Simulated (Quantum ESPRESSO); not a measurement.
# Dipole at the next field: Mo2NOS MXene, 1 layer

How the rows were computed: Quantum ESPRESSO 7.5, LDA, GBRV ultrasoft; sawtooth field along the normal with dipole correction, ions clamped, threshold 1e-9 Ry; cell area 7.689 Å².

| field (V/Å) | dipole (e Å a cell) |
| --- | --- |
| 0 | −0.05315 |
| 0.1 | −0.02286 |
| 0.2 | 0.00737 |

One more run was made and is withheld. What is the dipole at 0.3 V/Å, and what electrostatic thickness 4πα/A follows from the rows?

By hand: The slope is (0.00737 − (−0.05315))/0.2 = 0.3026 e Å²/V, so 4πα/A = 180.95 × 0.3026/7.689 = 7.12 Å. Linear response gives p = −0.05315 + 0.3026 × (0.3) = 0.03763 e Å; a parabola through the three rows gives 0.03754.

What the calculation gave: p = 0.03762 e Å. The line misses by 0.0 % of the induced dipole and the parabola by 0.1 %. The response is linear over this range.

Caveats: Electrons alone respond; local and semilocal functionals tend to overscreen.
